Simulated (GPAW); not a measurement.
Two runs for the Pd L₃ edge of atom 1 in BePd (Pm-3m). Run A: GPAW, LDA, excited-electron core hole (neutral cell), 24-atom cell with 6.9 Å between holes, 3×3×3 k points, dipole transitions, Gaussian full width 2.25 eV up to 4 eV, rising linearly to 3.5 eV at 25 eV. Run B differs in one choice.

Energy from the lowest empty level; intensity scaled to a mean of 1 over the first 20 eV:

```
E (eV)     A     B
  -2.0  0.03  0.00
  -1.0  0.23  0.00
   0.0  0.71  0.92
   1.0  1.07  1.33
   2.0  0.95  0.82
   3.0  0.67  0.55
   4.0  0.86  0.37
   5.0  1.73  0.82
   6.0  2.42  4.22
   7.0  2.08  1.87
   8.0  1.41  1.31
   9.0  0.95  0.87
  10.0  0.68  0.55
  11.0  0.56  0.62
  12.0  0.55  0.42
  13.0  0.63  0.54
  14.0  0.78  0.78
  15.0  0.91  1.00
  16.0  0.91  1.03
  17.0  0.81  0.72
  18.0  0.69  0.76
  19.0  0.59  0.47
  20.0  0.57  0.45
  21.0  0.69  0.54
  22.0  0.93  0.73
  23.0  1.17  1.51
  24.0  1.22  1.55
  25.0  1.13  0.84
  26.0  1.06  0.94
  27.0  1.07  1.11
  28.0  1.09  1.12
  29.0  1.09  1.04
  30.0  1.07  1.11
  31.0  1.02  1.05
  32.0  0.97  0.91
```

Question: What was changed?
a) the plane-wave cutoff
b) the size of the supercell
c) the broadening
d) the k mesh of the spectrum

(c): run B changes the broadening from Gaussian full width 2.25 eV up to 4 eV, rising linearly to 3.5 eV at 25 eV to Gaussian full width 0.5 eV up to 4 eV, rising linearly to 1.5 eV at 25 eV. Against the first run the r.m.s. difference is 32 %. The highest intensity below 24 eV goes from 6.2 eV (2.43) to 5.9 eV (4.29). Other settings could leave a like mark; this is the one that was changed.

[Banner, clock and machine lines of the logs are left out without a mark of their own.]

[Logs are printed without paths, hosts, clocks, repeated set-up lines and the standing remarks that a program may print on its own settings, such as how far it seeks lower states.]

[Hosts, paths, dates, database ids (printed as entryN), source tags and the programs' standing remarks are cut or masked in the printed files.]

[Lists of maxima count a maximum above −3 eV only where it reaches 4 % of the highest in the window and stands out from its surroundings by 2 % of it (1.5 % where it reaches 55 %); shoulders and weaker maxima are passed over, and of the rest the first, up to two pre-edge ones and the few strongest are named.]
